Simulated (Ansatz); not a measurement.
# Σ3 (112) boundary in bcc Mo: structure and resistance, part 2 of 3

Aim: the relaxed structure and the specific resistance of the Σ3 (112) boundary in bcc Mo.

Ansatz 0.2.0; Ansatz plane-wave DFT, PBE, PAW files; relaxation of a bicrystal slab with its lowest layers held; PAW set soft_1 (the session's first sound run).

So far. Step 2 (Relaxing the bicrystal): The largest force component on a free atom ends at 0.024 eV/Å, under the tolerance of 0.03, after 5 steps.

## Step 3: Transmission across the boundary

Bulk layers of each grain are laid under and over the relaxed boundary, and a lead is named in the middle of each, away from the free faces. The mesh across the current, 24×14, is finer than the density's, because channels open and close sharply across the zone. Energies from -0.1 to 0.1 eV in steps of 0.05 eV are too few for the program's thermal sum, so it prints no conductance; for a metal the transmission near the Fermi level serves, at a fraction of the cost.

This step: Ansatz plane-wave DFT, PBE, PAW files; ballistic transport by layer matching (Landauer), zero bias; boundary relaxed in a short slab, bulk layers laid on; PAW set soft_1 (Ansatz 0.2.0).

System of this step: Σ3 (112) boundary in bcc Mo. The cell holds 34 atoms: 34 Mo. Its edges and angles: a = 2.725 Å, b = 4.451 Å, c = 50.538 Å, α = 90.0°, β = 90.0°, γ = 90.0°. It derives from Mo. Regions: lower grain, 14 atoms (14 Mo); boundary, 9 atoms (9 Mo); upper grain, 11 atoms (11 Mo). Vacuum lies along c.

input.yaml

```yaml
crystal:
  lattice:
    - [2.7253819457, 0.0, 0.0]
    - [0.0, 4.4505300808, 0.0]
    - [0.0, 0.0, 50.537786361]
  atoms:
    - { symbol: Mo, position: [-6.0000000002, -9.0, 0.0791486982] }
    - { symbol: Mo, position: [-5.6666666669, -8.5, 0.1045704165] }
    - { symbol: Mo, position: [-5.3333333335, -8.0, 0.1299921349] }
    - { symbol: Mo, position: [-5.0000000002, -7.5, 0.1554138532] }
    - { symbol: Mo, position: [-4.6666666669, -7.0, 0.1808355715] }
    - { symbol: Mo, position: [-4.3333333335, -6.5, 0.2062572899] }
    - { symbol: Mo, position: [-4.0000000002, -6.0, 0.2316790082] }
    - { symbol: Mo, position: [-3.6666666668, -5.5, 0.2571007265] }
    - { symbol: Mo, position: [-3.3333333335, -5.0, 0.2825224449] }
    - { symbol: Mo, position: [-3.0000000001, -4.5, 0.3079441632] }
    - { symbol: Mo, position: [-2.6666666668, -4.0, 0.3333658815] }
    - { symbol: Mo, position: [-2.3333333334, -3.5, 0.3587875999] }
    - { symbol: Mo, position: [-2.0000000001, -3.0, 0.3842093182] }
    - { symbol: Mo, position: [-1.6666666667, -2.5, 0.4096310365] }
    - { symbol: Mo, position: [0.6666666666, 0.0, 0.4350527549] }
    - { symbol: Mo, position: [0.993161816, 0.5, 0.4602701937] }
    - { symbol: Mo, position: [0.3314131251, 0.0, 0.4864789864] }
    - { symbol: Mo, position: [0.6560985253, 0.5, 0.5111644907] }
    - { symbol: Mo, position: [0.0024216346, 0.0, 0.5382321698] }
    - { symbol: Mo, position: [0.6549175333, 0.5, 0.5656418159] }
    - { symbol: Mo, position: [0.3318999365, 0.0, 0.5903384034] }
    - { symbol: Mo, position: [0.9860315306, 0.5, 0.6161647429] }
    - { symbol: Mo, position: [0.6619446766, 0.0, 0.6412124001] }
    - { symbol: Mo, position: [-1.6713886568, -2.5, 0.6666341185] }
    - { symbol: Mo, position: [-2.0047219901, -3.0, 0.6920558368] }
    - { symbol: Mo, position: [-2.3380553235, -3.5, 0.7174775551] }
    - { symbol: Mo, position: [-2.6713886568, -4.0, 0.7428992735] }
    - { symbol: Mo, position: [-3.0047219902, -4.5, 0.7683209918] }
    - { symbol: Mo, position: [-3.3380553235, -5.0, 0.7937427101] }
    - { symbol: Mo, position: [-3.6713886569, -5.5, 0.8191644285] }
    - { symbol: Mo, position: [-4.0047219902, -6.0, 0.8445861468] }
    - { symbol: Mo, position: [-4.3380553235, -6.5, 0.8700078651] }
    - { symbol: Mo, position: [-4.6713886569, -7.0, 0.8954295835] }
    - { symbol: Mo, position: [-5.0047219902, -7.5, 0.9208513018] }
kpoints:
  mp_grid: { grid: [9, 6, 1] }
hamiltonian:
  xc: pbe
  pseudopotentials: { kind: paw, azcp: { folder: soft_1 } }
scf:
  occupations: { method: fermi_dirac, width: 0.1 }
output:
  transmission:
    leads: [[8, 9], [27, 28]]
    kmesh: [24, 14]
    e_range: [-0.1, 0.1]
    de: 0.05
  write_potential: true
  write_density: true
  volumetric_format: npy
  elf: true
```

Command:

```bash
ansatz run input.yaml --threads 8 --pin off --max-ram 15360MiB --backend cpu --events-out ev --progress --plain --runs-dir out
```

Numbers of over 12 decimals in the logs are rounded to 6 here.

What it wrote:

```text
[...]
Crystal: 34 atoms, lattice volume = 612.993 Å³
Basis set: ecut = 420 eV, 12111 PW (Γ)
Bands: 286, of which v1, the nominal top of the filled ones, is band 238 counted from 1 (237 counted from 0)
Symmetry: 2 space group operations
[...]
k-points: 20 of 54 (time reversal used)
[...]
SCF iter   1: F=—  HF=-168525.125631 eV  |F-HF|=—  |Δ(HF+E_count)|=         —  Δρ=1.00e-1  dr2=4.06e2  ethr=3.10e-3  ⟨swp⟩=6.7  Hψ=20277  notcnv=0
[...]
SCF iter  12: F=-168501.092184 eV  HF=-168501.092184 eV  |F-HF|=1.98e-8  |Δ(HF+E_count)|=   6.32e-8  Δρ=1.65e-6  dr2=3.88e-8  ethr=2.10e-11  ⟨swp⟩=14.2  Hψ=18182  notcnv=0
SCF 1 converged in 12 iterations: F = -168501.092184 eV  dr2 = 3.88e-8
[...]
transmission: 606 of 6032 steps passed
transmission: 1212 of 6032 steps passed
[...]
transmission: 6032 of 6032 steps passed
WARN: The output density's exchange-correlation potential varies sharply where the density is thin. Do not read a vacuum level from v_tot or v_xc, or from such a field of the output density. On a cell that repeats whose density bears no net charge and no dipole along the vacuum's axis use v_es (v_loc + v_h of the components); under efield.dipole_correction with no amplitude use v_es + v_field, which holds any externa [...]
SCF converged after 12 iterations
Free energy (F): -168501.092184 eV
[...]
Internal energy: -168500.315090 eV  (E = F + TS)
E sigma→0 (E₀):  -168500.703637 eV
Entropy (-TS):   -0.777094 eV (-22.856 meV/atom)
Fermi energy:    17.751218 eV
[...]
--- Band table (eV; the first three rows and the last of 20) ---
  k-point 0: bands = [... 234 lower, 16.8325, 17.0693, 17.0967, 17.3174, 17.4391, 17.5226, 17.8003, 17.8359, ... 44 higher]
  k-point 1: bands = [... 234 lower, 16.9848, 17.0129, 17.1530, 17.2697, 17.4036, 17.5209, 17.7293, 17.7527, ... 44 higher]
  k-point 2: bands = [... 234 lower, 17.8686, 17.9298, 17.9649, 18.0536, 18.1079, 18.1496, 18.1982, 18.2335, ... 44 higher]
  k-point 19: bands = [... 234 lower, 18.0450, 18.0551, 18.1821, 18.2061, 18.2497, 18.2905, 18.3095, 18.3392, ... 44 higher]
--- Transmission ---
  basis      : 107 plane waves across, 58 finite elements along
  points     : 104, standing for a mesh of 24 x 14
  energies   : 5 from -0.100000 to 0.100000 eV about the Fermi level, 0.050000 eV apart; the leads are filled to 0.000000 eV, and channels, transmission and decay are at 0.000000 eV
  crystal 0  : Mo2, at the sites [8, 9], period 2.5695 Å, over 19.27 Å; its Hamiltonian steps by up to 6.2 meV
    offset         : up to 0.0000 Å between an atom of the period and one for which it stands
    channels       : 1.988095e0 a spin
    conductance    : none, the energies end too early or step too widely for 300 K: set another output.transmission.e_range or a lower de, or, where they end at an eighth of basis.ecutwfc, a higher one
[...]
channels       : 1.976190e0 a spin
[...]
junction   : crystal 0 to crystal 1, 13.64 to 38.19 Å
    transmission   : 1.115487e0 a spin
[...]
```

Elapsed: 5.3 min, on 8 threads of Intel Xeon at 2.50GHz (Skylake/Cascade Lake), shared host; peak memory 7.9 GiB; 35 min of CPU time.

Numbers from this step:

| Item | Value |
| --- | --- |
| free energy | -168501.0922 eV |
| energy at zero smearing | -168500.7036 eV |
| Fermi energy | 17.75 eV |
| cell area | 12.13 Å² |
| transmission per spin nearest the Fermi level | 1.115 |
| open channels per spin nearest the Fermi level | 1.988 |
| open channels per spin, upper lead | 1.976 |
| step of the lead's potential | 6.2 meV |
| step of the upper lead's potential | 13.2 meV |

Per spin. The transmission, zone mean by energy, zero at the Fermi level:

```tsv
energy (eV)	transmission, zone mean
-0.1000	1.10
-0.0500	1.11
0.0000	1.12
0.0500	1.13
0.1000	1.12
```

Per spin. Open channels, zone mean against energy, zero at the Fermi level:

```tsv
energy (eV)	lead	upper lead
-0.1000	1.93	1.93
-0.0500	1.95	1.95
0.0000	1.99	1.98
0.0500	2.04	2.08
0.1000	2.02	2.02
```

Transmission over k1 and k2. At 0.0000 eV from the Fermi level.

Ten even steps from '0' (0.01) to '9' (2.56):
```
655664344677777644346655
775254335439993453345257
542013333344944333331024
000002043337773334020000
231114034466666443041113
333345334266666243354333
443366334886668843366334
333345334266666243354333
231114034466666443041113
000002043337773334020000
542013333344944333331024
775254335439993453345257
655664344677777644346655
542244344497779444344224
```
Columns: k1 (b1) from -0.5 to 0.458; rows upwards: k2 (b2) from -0.5 to 0.429.

Open channels over k1 and k2. At 0.0000 eV from the Fermi level.

Ten even steps from '0' (1.00) to '9' (4.00):
```
336663333663336633336663
666333336666666663333366
663003033333633333030036
000000066003330066000000
330003003333333330030003
333333003333333330033333
333333033663336633033333
333333003333333330033333
330003003333333330030003
000000066003330066000000
663003033333633333030036
666333336666666663333366
336663333663336633336663
333333333393339333333333
```
Columns: k1 (b1) from -0.5 to 0.458; rows upwards: k2 (b2) from -0.5 to 0.429.

Valence density in the ca plane at fractional y = 0.000, with atoms of Mo within 0.2 Å of it. It is the smooth field of the valence electrons, not physical close to the nuclei.

Values in e/Å³, 5 rows by 16 columns, each cell a mean:
```
4.8 1.7 0.3 0.4 0.3 3.0 1.6 1.7 4.8 0.5 0.4 0.3 0.1 0.0 0.0 0.0
1.1 0.5 0.5 1.0 0.5 5.5 2.9 0.5 1.1 0.3 0.9 0.6 0.1 0.0 0.0 0.0
0.4 0.3 1.9 4.5 0.6 3.2 1.5 0.3 0.4 0.3 3.9 2.6 0.1 0.0 0.0 0.0
1.9 0.8 2.5 5.4 0.5 0.6 0.4 0.7 2.0 0.5 4.8 3.2 0.1 0.0 0.0 0.0
5.6 2.3 0.9 2.0 0.3 0.5 0.4 2.0 5.7 0.8 1.8 1.1 0.1 0.0 0.0 0.0
```
Columns run along c (16.0 Å, from fractional 0.68 to 1.00 of the cell), rows up along a (2.7 Å). Atoms in or near the plane, at fractional coordinates: Mo at (0.69, 0.00), Mo at (0.74, 0.33), Mo at (0.79, 0.66), Mo at (0.84, 0.00), Mo at (0.90, 0.33).

ELF in the ca plane at fractional y = 0.000, with atoms of Mo within 0.2 Å of it. It is the smooth field of the valence electrons, not physical close to the nuclei.

Ten even steps from '0' (0.00) to '9' (0.71), each cell a mean:
```
98883354333542599633598883454333455321000000
79952454334534889943479952454444454321000000
35533433554435967944445533433664233321000000
43345426997445999834544345426997323321100000
33335349789543588424433335359789422321100000
47753359779444344344247744459779423331100000
79984348996245444453379984448996223431000000
96795334763243344343597795445763234421000000
```
Columns run along c (16.0 Å, from fractional 0.68 to 1.00 of the cell), rows up along a (2.7 Å). Atoms in or near the plane, at fractional coordinates: Mo at (0.69, 0.00), Mo at (0.74, 0.33), Mo at (0.79, 0.66), Mo at (0.84, 0.00), Mo at (0.90, 0.33).

Electrostatic potential energy in the ca plane at fractional y = 0.000, with atoms of Mo within 0.2 Å of it. With pseudopotentials it is smooth inside the atoms' cores, unlike the true potential.

Values in eV, 5 rows by 16 columns, each cell a mean:
```
-44 -10  16  13  15 -28  -8  -8 -44   9  14  16  22  22  22  22
 -2  11  10  -1  10 -49 -23  11  -2  16   2   8  21  22  22  22
 13  16 -12 -41   8 -28  -8  16  13  15 -36 -20  20  22  22  22
-15   4 -18 -49  10   9  14   6 -15  10 -43 -27  19  22  22  22
-51 -15   2 -16  15  10  14 -12 -51   6 -12  -2  21  22  22  22
```
Columns run along c (16.0 Å, from fractional 0.68 to 1.00 of the cell; values clipped at the 3rd and 97th percentile), rows up along a (2.7 Å). Atoms in or near the plane, at fractional coordinates: Mo at (0.69, 0.00), Mo at (0.74, 0.33), Mo at (0.79, 0.66), Mo at (0.84, 0.00), Mo at (0.90, 0.33).

Over the solved energies the transmission per spin lies between 1.10 and 1.13, out of 1.99 channels of the lead on average (up to 2.04).

## Step 4: Specific resistance

This step: Ansatz plane-wave DFT, PBE, PAW files; ballistic transport by layer matching (Landauer), zero bias; specific resistance of the boundary; PAW set soft_1 (Ansatz 0.2.0).

Numbers from this step:

| Item | Value |
| --- | --- |
| area resistance | 0.6146 fΩ m² |
| T over the leads' mean channel count | 0.5614 |

Averaged over the energies near the Fermi level, 56.1 % of the channels pass, which makes 0.615 fΩ m².

By hand, with T and the leads' channels N averaged over the energies near the Fermi level: RA = A (h/2e²)(1/T − ½[1/N₁ + 1/N₂]) = 12.13×10⁻²⁰ m² × 12 906 Ω × (1/1.117 − ½[1/1.987 + 1/1.993]) = 0.615 fΩ m².

(Part 2 of 3 ends here.)

[Logs are printed without paths, hosts, clocks, repeated set-up lines and the standing remarks that a program may print on its own settings, such as how far it seeks lower states.]

[Hosts, paths, dates, database ids (printed as entryN), source tags and the programs' standing remarks are cut or masked in the printed files.]
